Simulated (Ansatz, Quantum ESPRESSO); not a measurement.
# Screening and band shifts of H-SiC-F chair, 1 layer, part 6 of 6

How does H-SiC-F chair, 1 layer respond to a gate-like field without added charge?

Quantum ESPRESSO 7.5; plane-wave DFT, PBE, GBRV ultrasoft pseudopotentials; geometry and cross-check by Ansatz 0.2.0 with PAW datasets.

So far. Step 14 (Valence density): The density integrates to 16.000 electrons, as the 16 of the input ask. Step 19 (The same in Ansatz: field 0.1 V/Å): At 0.1 V/Å Ansatz's dipole is 0.1300 e Å against 0.1330 from pw.x.

**22. SCF with pw.x, with smearing = mp, degauss = 0.01 and conv_thr = 1e-10**

A sensitivity test on the input.

Level of this step: plane-wave DFT, PBE, GBRV ultrasoft pseudopotentials (Quantum ESPRESSO 7.5).

The input, f1.w0.in:

```
&control
  prefix = 'f1.w0'
  outdir = './out'
  pseudo_dir = './pseudo'
  calculation = 'scf'
  tprnfor = .true.
  tefield = .true.
  dipfield = .true.
/
&system
  ibrav = 0
  nat = 4
  ntyp = 4
  ecutwfc = 40
  ecutrho = 200
  occupations = 'smearing'
  smearing = 'mp'
  degauss = 0.01
  edir = 3
  emaxpos = 0.97
  eopreg = 0.04
  eamp = 0.00194469
/
&electrons
  conv_thr = 1e-10
  mixing_beta = 0.4
  electron_maxstep = 120
  mixing_mode = 'plain'
/
ATOMIC_SPECIES
  F   18.9984  f_pbe_v1.4.uspp.F.UPF
  C   12.0110  c_pbe_v1.2.uspp.F.UPF
  Si  28.0850  si_pbe_v1.uspp.F.UPF
  H   1.0080  h_pbe_v1.4.uspp.F.UPF
CELL_PARAMETERS angstrom
  3.15854778695671 0.00000000000000 0.00000000000000
  -1.57927389347836 2.73538262257163 -0.00000000000000
  0.00000000000000 -0.00000000000000 20.37333333330000
ATOMIC_POSITIONS crystal
  F   0.666666666667 0.333333333333 0.413527362792
  C   0.666666666667 0.333333333333 0.483610054135
  Si  0.333333333333 0.666666666667 0.512432802251
  H   0.333333333333 0.666666666667 0.586012241522
K_POINTS automatic
  12 12 1 0 0 0
```

Command:

```console
> OMP_NUM_THREADS=1 mpirun -n 2 pw.x -nk 2 -in f1.w0.in > f1.w0.out
```

Output:

```text
[banner, memory and clock lines left out]
Program PWSCF v.7.5 starts
[citation notice left out]

[...]
bravais-lattice index     =            0
     lattice parameter (alat)  =       5.9688  a.u.
     unit-cell volume          =    1187.8572 (a.u.)^3
     number of atoms/cell      =            4
     number of atomic types    =            4
     number of electrons       =        16.00
     number of Kohn-Sham states=           12
     kinetic-energy cutoff     =      40.0000  Ry
     charge density cutoff     =     200.0000  Ry
     scf convergence threshold =      1.0E-10
     mixing beta               =       0.4000
     number of iterations used =            8  plain     mixing
     Exchange-correlation=  SLA  PW   PBX  PBC
                           (   1   4   3   4   0   0   0)

[...]
PseudoPot. # 1 for F  read from file:
     ./pseudo/f_pbe_v1.4.uspp.F.UPF
     Pseudo is Ultrasoft, Zval =  7.0
     Generated by new atomic code, or converted to UPF format
     Using radial grid of  799 points,  4 beta functions with:
                l(1) =   0
                l(2) =   0
                l(3) =   1
                l(4) =   1
     Q(r) pseudized with  8 coefficients,  rinner =    0.950   0.950   0.950

     PseudoPot. # 2 for C  read from file:
     ./pseudo/c_pbe_v1.2.uspp.F.UPF
     Pseudo is Ultrasoft + core correction, Zval =  4.0
     Generated by new atomic code, or converted to UPF format
     Using radial grid of  721 points,  4 beta functions with:
                l(1) =   0
                l(2) =   0
                l(3) =   1
                l(4) =   1
     Q(r) pseudized with  8 coefficients,  rinner =    1.100   1.100   1.100

     PseudoPot. # 3 for Si read from file:
     ./pseudo/si_pbe_v1.uspp.F.UPF
     Pseudo is Ultrasoft + core correction, Zval =  4.0
     Generated by new atomic code, or converted to UPF format
     Using radial grid of  899 points,  6 beta functions with:
                l(1) =   0
                l(2) =   0
                l(3) =   1
                l(4) =   1
                l(5) =   2
                l(6) =   2
     Q(r) pseudized with  8 coefficients,  rinner =    0.900   0.900   0.900
                                                       0.900   0.900

     PseudoPot. # 4 for H  read from file:
     ./pseudo/h_pbe_v1.4.uspp.F.UPF
     Pseudo is Ultrasoft, Zval =  1.0
     Generated by new atomic code, or converted to UPF format
     Using radial grid of  615 points,  2 beta functions with:
                l(1) =   0
                l(2) =   0
     Q(r) pseudized with  8 coefficients,  rinner =    0.700

     atomic species   valence    mass     pseudopotential
     F                 7.00    18.99840     F ( 1.00)
     C                 4.00    12.01100     C ( 1.00)
     Si                4.00    28.08500     Si( 1.00)
     H                 1.00     1.00800     H ( 1.00)

     No symmetry found

[...]
number of k points=    74  Methfessel-Paxton smearing, width (Ry)=  0.0100
[...]
Dense  grid:    56951 G-vectors     FFT dimensions: (  27,  27, 180)

     Smooth grid:    40403 G-vectors     FFT dimensions: (  25,  25, 160)

     Initial potential from superposition of free atoms

     starting charge      15.9993, renormalised to      16.0000

     negative rho (up, down):  5.669E-04 0.000E+00

     Adding external electric field

     Computed dipole along edir(3) :
        Dipole                0.0013 Ry au,          0.0032 Debye
        Dipole field          0.0000 Ry au,

        E field amplitude [Ha a.u.]:  1.9447E-03
        Potential amp.        0.1428 Ry
        Total length         36.9600 bohr

     Starting wfcs are   13 randomized atomic wfcs

     per-process dynamical memory:    72.6 Mb

     Self-consistent Calculation

     iteration #  1     ecut=    40.00 Ry     beta= 0.40
     Davidson diagonalization with overlap
     ethr =  1.00E-02,  avg # of iterations =  3.0

     negative rho (up, down):  4.935E-04 0.000E+00

     Adding external electric field

     Computed dipole along edir(3) :
        Dipole                0.3188 Ry au,          0.8102 Debye
        Dipole field          0.0034 Ry au,

        E field amplitude [Ha a.u.]:  1.9447E-03
        Potential amp.       -0.1055 Ry
        Total length         36.9600 bohr

     total energy              =     -70.78758142 Ry
     estimated scf accuracy    <       0.33992225 Ry

     iteration #  2     ecut=    40.00 Ry     beta= 0.40
[...]
negative rho (up, down):  5.220E-04 0.000E+00

[...]
Dipole                0.0918 Ry au,          0.2334 Debye
[...]
E field amplitude [Ha a.u.]:  1.9447E-03
[...]
total energy              =     -70.80961633 Ry
     estimated scf accuracy    <       0.08251871 Ry

     iteration #  3     ecut=    40.00 Ry     beta= 0.40
[...]
negative rho (up, down):  5.638E-04 0.000E+00

[...]
Dipole                0.2426 Ry au,          0.6167 Debye
[...]
E field amplitude [Ha a.u.]:  1.9447E-03
[...]
total energy              =     -70.81928545 Ry
     estimated scf accuracy    <       0.03242691 Ry

     iteration #  4     ecut=    40.00 Ry     beta= 0.40
[...]
negative rho (up, down):  6.077E-04 0.000E+00

[...]
Dipole                0.2616 Ry au,          0.6648 Debye
[...]
E field amplitude [Ha a.u.]:  1.9447E-03
[...]
total energy              =     -70.82290360 Ry
     estimated scf accuracy    <       0.00230625 Ry

     iteration #  5     ecut=    40.00 Ry     beta= 0.40
[...]
negative rho (up, down):  6.209E-04 0.000E+00

[...]
Dipole                0.2525 Ry au,          0.6419 Debye
[...]
E field amplitude [Ha a.u.]:  1.9447E-03
[...]
total energy              =     -70.82313162 Ry
     estimated scf accuracy    <       0.00012812 Ry

     iteration #  6     ecut=    40.00 Ry     beta= 0.40
[...]
negative rho (up, down):  6.287E-04 0.000E+00

[...]
Dipole                0.2504 Ry au,          0.6365 Debye
[...]
E field amplitude [Ha a.u.]:  1.9447E-03
[...]
total energy              =     -70.82316458 Ry
     estimated scf accuracy    <       0.00001616 Ry

[...]
iteration #  9     ecut=    40.00 Ry     beta= 0.40
[...]
negative rho (up, down):  6.372E-04 0.000E+00

[...]
Dipole                0.2513 Ry au,          0.6387 Debye
[...]
E field amplitude [Ha a.u.]:  1.9447E-03
[...]
total energy              =     -70.82316657 Ry
     estimated scf accuracy    <       0.00000002 Ry

     iteration # 10     ecut=    40.00 Ry     beta= 0.40
[...]
negative rho (up, down):  6.383E-04 0.000E+00

[...]
Dipole                0.2513 Ry au,          0.6388 Debye
[...]
E field amplitude [Ha a.u.]:  1.9447E-03
[...]
total energy              =     -70.82316657 Ry
     estimated scf accuracy    <          2.8E-09 Ry

     iteration # 11     ecut=    40.00 Ry     beta= 0.40
[...]
negative rho (up, down):  6.389E-04 0.000E+00

[...]
Dipole                0.2513 Ry au,          0.6387 Debye
[...]
E field amplitude [Ha a.u.]:  1.9447E-03
[...]
total energy              =     -70.82316658 Ry
     estimated scf accuracy    <          2.6E-10 Ry

     iteration # 12     ecut=    40.00 Ry     beta= 0.40
[...]
negative rho (up, down):  6.399E-04 0.000E+00

[...]
Dipole                0.2513 Ry au,          0.6387 Debye
[...]
E field amplitude [Ha a.u.]:  1.9447E-03
[...]
End of self-consistent calculation

          k = 0.0000 0.0000 0.0000 (  4997 PWs)   bands (ev):

   -28.0550 -17.0464 -11.4328  -8.1422  -8.1422  -7.9827  -3.8575  -3.8575
    -1.1583   0.8501   2.0372   2.8030

          k = 0.0000 0.0962 0.0000 (  5011 PWs)   bands (ev):

   -28.0432 -16.9506 -11.4001  -8.3466  -8.1791  -7.9022  -4.2797  -3.9700
    -0.8989   1.0048   2.1789   2.8172

[...]
the Fermi energy is    -2.5511 ev

!    total energy              =     -70.82316658 Ry
     estimated scf accuracy    <          1.3E-11 Ry
     smearing contrib. (-TS)   =       0.00000000 Ry
     internal energy E=F+TS    =     -70.82316658 Ry

     The total energy is F=E-TS. E is the sum of the following terms:
     one-electron contribution =    -463.72119072 Ry
     hartree contribution      =     235.50950057 Ry
     xc contribution           =     -17.95380259 Ry
     ewald contribution        =     175.34263548 Ry
     electric field correction =      -0.00030932 Ry

     convergence has been achieved in  12 iterations

     negative rho (up, down):  6.399E-04 0.000E+00

     Forces acting on atoms (cartesian axes, Ry/au):

     atom    1 type  1   force =    -0.00000000    0.00000000   -0.00885511
     atom    2 type  2   force =    -0.00000000   -0.00000000    0.00783947
     atom    3 type  3   force =     0.00000000    0.00000000    0.00089422
     atom    4 type  4   force =     0.00000000    0.00000000    0.00012142

     Total force =     0.011861     Total SCF correction =     0.000009

[...]
```

The job ended after 44 s (2 MPI ranks of Arm Neoverse V2, shared host; peak memory 0.39 GiB; 87 s of CPU time).

Beside the run it was changed from:

```
                     quantity   this run  unchanged run  difference
dipole along the normal (e·Å)     0.1330         0.1330           0
             free energy (eV)  -963.5983      -963.5983           0
                wall time (s)         44             34            
               SCF iterations         12              7
```

The free energy moves by +0 meV an atom.

This run starts from superposed atoms, the unchanged one from a saved density, so their iteration counts don't compare.

The physical values in this table stay within 0.05 %.

**23. By hand**

α = Δp/E = (0.13297 − (0.11580)) e Å / 0.1 V/Å = 0.1718 e Å²/V; times e/(4πε₀) = 14.40 V Å this is 2.473 Å³. With A = 8.640 Å², 4πα/A = 3.597 Å.

**24. Outcome**

```
polarisability along the normal, a cell    : 2.47 Å³
sheet polarisability 4πα/A                 : 3.60 Å
dipole without a field                     : 0.116 e·Å
Kohn-Sham ionisation potential, upper face : 5.21 eV
gap along the path at 0 V/Å                : 2.69 eV
gap along the path at 0.2 V/Å              : 2.71 eV
gap along the path at 0.3 V/Å              : 2.71 eV
```

In words: The sheet answers a field with a polarisability of 2.47 Å³ a cell, or 4πα/A = 3.60 Å (PBE, GBRV ultrasoft). In pw.x the dipole follows the field linearly over the range tried. A perfect conductor 3.60 Å thick would screen alike; the outer atoms lie 3.51 Å apart. At 0.1 V/Å the sheet takes 0.360 eV off the potential drop. At 0.2 V/Å the gap along the path goes from 2.69 to 2.71 eV. Quantum ESPRESSO and Ansatz give 2.473 and 2.475 Å³ for the polarisability (pw.x from 0 and 0.1 V/Å, Ansatz from ±0.1 V/Å), which agree. The ions stay at their zero-field places, so this is the electrons' response alone. Semilocal gaps are too small, and in strong fields empty levels can belong to the vacuum.

[Logs are printed without paths, hosts, clocks, repeated set-up lines and the standing remarks that a program may print on its own settings, such as how far it seeks lower states.]

[Hosts, paths, dates, database ids (printed as entryN), source tags and the programs' standing remarks are cut or masked in the printed files.]

[Maps of the electrostatic potential energy from Ansatz leave out the sawtooth potential of an applied field or a dipole correction, so their vacuum need not be flat; planar profiles and work functions include it.]
